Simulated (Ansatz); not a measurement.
# LaBeSi, from a guessed structure to a relaxed one, part 2 of 2

This structure for LaBeSi is made up. Its elements were placed in a known structure type with a cell scaled to their sizes. What cell does the guess relax to, and how far off was it?

Ansatz 0.2.0; DFT, PBEsol, plane-wave PAW, files of the set soft_1, scalar-relativistic, no spin, cell and ions relaxed at zero pressure; PAW set soft_1 (the session's first sound run).

So far: Starting point; Relaxing cell and atoms. The relaxed cell has a = 4.108, c = 6.737 Å (conventional setting).

## Step 3: Electronic structure of the relaxed cell

A second self-consistent run takes a narrower smearing and the mesh shown in its input; the bands follow along the standard path of the relaxed lattice.

This step: DFT, PBEsol, plane-wave PAW, files of the set soft_1, scalar-relativistic, no spin, bands and density of states at the relaxed cell; PAW set soft_1 (Ansatz 0.2.0).

input.yaml reads:

```yaml
crystal:
  lattice:
    - [4.1081230328, 0.0, 0.0]
    - [0.0, 4.1081230328, 0.0]
    - [0.0, 0.0, 6.7371973074]
  atoms:
    - { symbol: La, position: [0.5, 0.0, 0.6787510259] }
    - { symbol: La, position: [0.0, 0.5, 0.3212489741] }
    - { symbol: Si, position: [0.5, 0.0, 0.1855640334] }
    - { symbol: Si, position: [0.0, 0.5, 0.8144359666] }
    - { symbol: Be, position: [0.5, 0.5, 0.0] }
    - { symbol: Be, position: [0.0, 0.0, 0.0] }
kpoints:
  mp_grid: { grid: [8, 8, 6] }
  band_path:
    path:
      - [[0.0, 0.0, 0.0], [0.0, 0.5, 0.0], [0.5, 0.5, 0.0], [0.0, 0.0, 0.0], [0.0, 0.0, 0.5], [0.0, 0.5, 0.5], [0.5, 0.5, 0.5], [0.0, 0.0, 0.5]]
      - [[0.0, 0.5, 0.0], [0.0, 0.5, 0.5]]
      - [[0.5, 0.5, 0.0], [0.5, 0.5, 0.5]]
    npoints: 8
scf:
  occupations: { method: fermi_dirac, width: 0.03 }
  n_extra_bands: 10
hamiltonian:
  xc: pbesol
  pseudopotentials: { kind: paw, azcp: { folder: soft_1 }, xc_functional: pbe }
output:
  forces: true
  stress: true
  write_bands: true
  dos: { projected: true }
  write_density: true
  write_potential: true
  elf: true
  volumetric_format: npy
```

Command:

```bash
ansatz run input.yaml --threads 4 --pin off --max-ram 10240MiB --backend cpu --events-out ev --progress --plain --runs-dir out
```

Numbers of over 12 decimals in the logs are rounded to 6 here.

The program printed:

```text
La: projections on atomic orbitals take those of the free atom [Kr 4d10] 4f0 5s2 5p6 5d1 6s2, of charge +0.00 (hamiltonian.pseudopotentials.projection_atoms); the dataset's partial waves leave at most 1.9e-5 of an orbital's norm unspanned inside its sphere
[...]
Crystal: 6 atoms, lattice volume = 113.701 Å³
Basis set: ecut = 420 eV, 2223 PW (Γ), exchange–correlation on 60×60×96 points (8 copies of the dense FFT grid, shifted against one another)
Bands: 27, of which v1, the nominal top of the filled ones, is band 17 counted from 1 (16 counted from 0)
Symmetry: 16 space group operations
[...]
k-points: 60 of 384
[...]
SCF iter   1: F=—  HF=-13749.529309 eV  |F-HF|=—  |Δ(HF+E_count)|=         —  Δρ=2.25e-2  dr2=1.18e0  ethr=3.10e-3  ⟨swp⟩=7.4  Hψ=9417  notcnv=0
[...]
SCF iter   7: F=-13749.253898 eV  HF=-13749.253898 eV  |F-HF|=1.72e-8  |Δ(HF+E_count)|=   4.76e-9  Δρ=4.26e-6  dr2=3.12e-8  ethr=2.94e-10  ⟨swp⟩=16.9  Hψ=13936  notcnv=0
SCF 1 converged in 7 iterations: F = -13749.253898 eV  dr2 = 3.12e-8
[...]
NSCF: frozen V_eff on 75 k-points
SCF converged after 7 iterations
Free energy (F): -13749.253898 eV
[...]
Internal energy: -13749.234757 eV  (E = F + TS)
E sigma→0 (E₀):  -13749.244327 eV
Entropy (-TS):   -0.019142 eV (-3.190 meV/atom)
Fermi energy:    10.802410 eV
[...]
--- Forces (eV/Å), atoms counted from 1 ---
  atom   1  La     0.00000000     0.00000000    -0.01764198
  atom   2  La    -0.00000000     0.00000000     0.01764198
  atom   3  Si     0.00000000     0.00000000     0.03074472
  atom   4  Si    -0.00000000     0.00000000    -0.03074472
  atom   5  Be     0.00000000     0.00000000     0.00000000
  atom   6  Be    -0.00000000     0.00000000    -0.00000000
  max |Σ_I F_I| component: 2.17e-19 eV/Å
--- Stress (GPa, compression-positive) ---
       -0.045741      -0.000000       0.000000
       -0.000000      -0.045741       0.000000
        0.000000       0.000000       0.103687
  P = ⅓ Tr σ = 0.0041 GPa (0.041 kbar)
--- Band table (eV; the first three rows and the last of 60) ---
  k-point 0: bands = [... 13 lower, 8.6527, 9.8387, 9.9063, 10.7029, 10.7029, 11.7804, 11.9808, 12.2608, ... 6 higher]
  k-point 1: bands = [... 13 lower, 8.7035, 9.7175, 9.8329, 10.7910, 10.7910, 11.7117, 12.0788, 12.2142, ... 6 higher]
  k-point 2: bands = [... 13 lower, 8.8464, 9.4266, 9.4519, 10.9858, 10.9858, 12.1669, 12.1669, 12.2540, ... 6 higher]
  k-point 59: bands = [... 13 lower, 7.3746, 8.5675, 8.5675, 11.2774, 11.2774, 12.5540, 12.5540, 13.0867, ... 6 higher]
```

Wall time 6 s (4 threads of Arm Neoverse V1, shared host); peak memory 0.52 GiB; 23 s of CPU time.

Reading the cycles: dr2 is the Hartree energy of the density residual (eV), the measure of convergence; HF is the Harris–Foulkes estimate of the energy, which meets the free energy F at convergence.

Numbers from this step:

| Item | Value |
| --- | --- |
| free energy | -13749.2539 eV |
| energy at zero smearing | -13749.2443 eV |
| smearing term TS | 0.01914 eV |
| Fermi energy | 10.80 eV |
| pressure | 0.004068 GPa |

From bands.tsv, the bands that come nearest the Fermi level along the path, at its corners, in eV from the Fermi level:

```tsv
point	band 13	band 14	band 15	band 16	band 17	band 18	band 19	band 20
Γ	-3.12	-2.15	-0.96	-0.90	-0.10	-0.10	0.98	1.18
X	-2.22	-2.22	-1.91	-1.91	0.24	0.24	0.42	0.42
M	-2.32	-2.32	-2.21	-2.21	0.53	0.53	1.53	1.53
Γ	-3.12	-2.15	-0.96	-0.90	-0.10	-0.10	0.98	1.18
Z	-3.14	-1.81	-1.60	-1.55	0.29	0.29	1.41	1.41
R	-2.44	-2.44	-2.09	-2.09	0.21	0.21	1.18	1.18
A	-3.43	-3.43	-2.23	-2.23	0.47	0.47	1.75	1.75
Z	-3.14	-1.81	-1.60	-1.55	0.29	0.29	1.41	1.41
X	-2.22	-2.22	-1.91	-1.91	0.24	0.24	0.42	0.42
R	-2.44	-2.44	-2.09	-2.09	0.21	0.21	1.18	1.18
M	-2.32	-2.32	-2.21	-2.21	0.53	0.53	1.53	1.53
A	-3.43	-3.43	-2.23	-2.23	0.47	0.47	1.75	1.75
```

Counts of states for the cell as run, both spins, by energy window (eV from the Fermi level):

```
from  to  total
  -8  -7   2.07
  -7  -6   0.00
  -6  -5   0.00
  -5  -4   2.57
  -4  -3   2.43
  -3  -2   3.75
  -2  -1   3.04
  -1   0   2.13
   0   1   3.45
   1   2   7.38
```

A further 17.9 states lie below the table's range.

Valence density in the ac plane at fractional y = 0.000, with atoms of La and Si and Be within 0.2 Å of it. It is the smooth field of the valence electrons, not physical close to the nuclei.

Ten even steps from '_' (0.1 e/Å³) to '@' (1.8 e/Å³), each cell a mean:
```
____________________________
____________________________
____________......__________
________..::--==--::________
______..--++%%%%##++::______
______..++%%@@@@@@##--..____
______::**@@@@@@@@%%==..____
______::**@@@@@@@@%%==..____
______..==##@@@@%%**--..____
________::--++**++--..______
__________..::::....________
____________________________
____________________________
______________..____________
__________..........________
________..............______
______........__........____
______......______......____
____........____..........__
__........................__
____....................____
____________________________
```
Columns run along a (4.1 Å), rows up along c (6.7 Å). Atoms in or near the plane, at fractional coordinates: La at (0.50, 0.68), Si at (0.50, 0.19), Be at (0.00, 0.00).

Electrostatic potential energy in the ac plane at fractional y = 0.000, with atoms of La and Si and Be within 0.2 Å of it. With pseudopotentials it is smooth inside the atoms' cores, unlike the true potential.

Ten even steps from '_' (-30 eV) to '@' (13 eV), each cell a mean:
```
__::**%%@@@@@@@@@@@@@@%%==..
==++##@@@@@@@@@@@@@@@@%%##==
%%%%@@@@%%%%%%##%%%%@@@@%%%%
@@@@@@%%##**====++**%%@@@@@@
@@@@@@%%++::____..--**%%@@@@
@@@@%%##--__..::____==##@@@@
@@@@%%**..__++##::__--##@@@@
@@@@%%**::__--++..__==##@@@@
@@@@@@##==..______..++%%@@@@
@@@@@@%%##==::::--++##%%@@@@
@@@@@@@@%%##****####%%@@@@@@
@@@@@@@@@@@@%%%%@@@@@@@@@@@@
@@@@@@@@@@@@@@@@@@@@@@@@@@@@
@@@@@@@@@@@@@@@@@@@@@@@@@@@@
@@@@@@@@@@%%######%%@@@@@@@@
@@@@@@@@%%++::::--**%%@@@@@@
@@@@@@@@**::::--..--##@@@@@@
@@@@@@%%++..++%%--..##@@@@@@
%%@@@@%%++..--==..::##@@@@%%
**##%%%%##==....::++%%%%%%**
..::**%%%%%%****##%%%%%%++::
__..++%%@@@@%%%%@@@@@@%%--__
```
Columns run along a (4.1 Å; values clipped at the 3rd and 97th percentile), rows up along c (6.7 Å). Atoms in or near the plane, at fractional coordinates: La at (0.50, 0.68), Si at (0.50, 0.19), Be at (0.00, 0.00).

ELF in the ac plane at fractional y = 0.000, with atoms of La and Si and Be within 0.2 Å of it. It is the smooth field of the valence electrons, not physical close to the nuclei.

Ten even steps from '0' (0.00) to '9' (0.85), each cell a mean:
```
00244433344410
22332111112332
65421233211246
65323688752235
43237999995223
22159854798312
21269710388511
11269831599511
21259976898412
32126899984213
43212456532123
43221111111233
33334444444333
22357899886532
22469999998632
23579988898743
45788755679864
66898555469976
67998633479987
46899744589985
01688876788841
00367666677610
```
Columns run along a (4.1 Å), rows up along c (6.7 Å). Atoms in or near the plane, at fractional coordinates: La at (0.50, 0.68), Si at (0.50, 0.19), Be at (0.00, 0.00).

## Step 4: What came out

* space group, relaxed: P4/nmm
* conventional cell: a = 4.108, b = 4.108, c = 6.737 Å; α = 90.0°, β = 90.0°, γ = 90.0°
* volume per atom: 18.95 Å³ (guess 19.69)

What this shows: LaBeSi relaxes to P4/nmm with a = 4.108, b = 4.108 and c = 6.737 Å. The guessed volume was 4 % too large. The space group P4/nmm was held in the relaxation, so the end point is a stationary structure within it and may be a saddle against distortions or other arrangements. Bands cross the Fermi level, so it is a metal or semimetal at this level. On the 8×8×6 mesh with the narrower smearing (relaxed on 7×7×4) the largest force component is 0.031 eV/Å and the largest stress component is 0.104 GPa, against the relaxation's thresholds of 0.015 eV/Å and 0.05 GPa. The cutoff wasn't tested. A vector of the cell changed its length by 8 %, more than the volume shows. Spin-orbit coupling is left out, which can matter for elements this heavy. No dispersion term is used, so weakly bound directions may come out too long. Nothing here tests whether the compound is stable against decomposition.

[Logs are printed without paths, hosts, clocks, repeated set-up lines and the standing remarks that a program may print on its own settings, such as how far it seeks lower states.]

[Hosts, paths, dates, database ids (printed as entryN), source tags and the programs' standing remarks are cut or masked in the printed files.]
